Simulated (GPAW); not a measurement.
The B K edge of atom 5 in Sc3InB (Pm-3m), with 6 Sc at 2.28 Å (octahedral, site symmetry m-3m), was computed in 2 ways: excited-electron core hole (neutral cell) and no core hole. Program and functional: GPAW, LDA, Gaussian full width 0.9 eV up to 4 eV, rising linearly to 3.5 eV at 25 eV; cells of 5 and 20 atoms (the run without a hole in the smaller).

Each run is counted from its own lowest empty level or Fermi level and scaled to a mean of 1 over its first 20 eV.

```tsv
E (eV)	run 1	run 2
-2.0	0.00	0.00
-1.4	0.00	0.00
-0.8	0.01	0.03
-0.2	0.14	0.28
0.4	0.22	0.41
1.0	0.24	0.27
1.6	0.67	0.43
2.2	1.19	1.01
2.8	0.67	0.69
3.4	0.47	0.33
4.0	1.11	0.51
4.6	1.83	0.78
5.2	2.36	1.42
5.8	1.83	1.93
6.4	1.05	1.33
7.0	1.12	0.95
7.6	1.34	1.05
8.2	1.38	1.26
8.8	1.22	1.26
9.4	1.07	1.19
10.0	1.02	1.16
10.6	1.03	1.10
11.2	1.16	1.07
11.8	1.35	1.11
12.4	1.48	1.25
13.0	1.46	1.49
13.6	1.28	1.73
14.2	1.02	1.76
14.8	0.77	1.51
15.4	0.60	1.11
16.0	0.53	0.79
16.6	0.53	0.63
17.2	0.57	0.62
17.8	0.62	0.68
18.4	0.65	0.74
19.0	0.65	0.77
19.6	0.63	0.74
20.2	0.62	0.70
20.8	0.64	0.68
21.4	0.70	0.71
22.0	0.76	0.77
22.6	0.80	0.83
23.2	0.80	0.86
23.8	0.77	0.85
24.4	0.73	0.82
25.0	0.70	0.79
25.6	0.69	0.77
26.2	0.70	0.77
26.8	0.71	0.78
27.4	0.72	0.80
28.0	0.71	0.81
28.6	0.68	0.79
29.2	0.64	0.76
29.8	0.61	0.72
30.4	0.60	0.68
31.0	0.60	0.67
31.6	0.61	0.66
```

Question: Which run is which?

Run 1: excited-electron core hole (neutral cell) (area from −2 to 6 eV 6.3, main maxima 2.1 eV (1.19), 5.3 eV (2.37), 8.0 eV (1.40) and 12.7 eV (1.49)). Run 2: no core hole (area from −2 to 6 eV 4.7, main maxima 0.2 eV (0.43), 2.3 eV (1.02), 5.7 eV (1.94), 8.5 eV (1.29) and 14.0 eV (1.78)). With each curve scaled to its own mean, the area from −2 to 6 eV with the hole is 6.3 against 4.7, and the centre of weight from −1 to 20 eV moves by -0.9 eV: the hole pulls the absorber's empty states down.

[Banner, clock and machine lines of the logs are left out without a mark of their own.]

[Logs are printed without paths, hosts, clocks, repeated set-up lines and the standing remarks that a program may print on its own settings, such as how far it seeks lower states.]

[Hosts, paths, dates, database ids (printed as entryN), source tags and the programs' standing remarks are cut or masked in the printed files.]

[Lists of maxima count a maximum above −3 eV only where it reaches 4 % of the highest in the window and stands out from its surroundings by 2 % of it (1.5 % where it reaches 55 %); shoulders and weaker maxima are passed over, and of the rest the first, up to two pre-edge ones and the few strongest are named.]
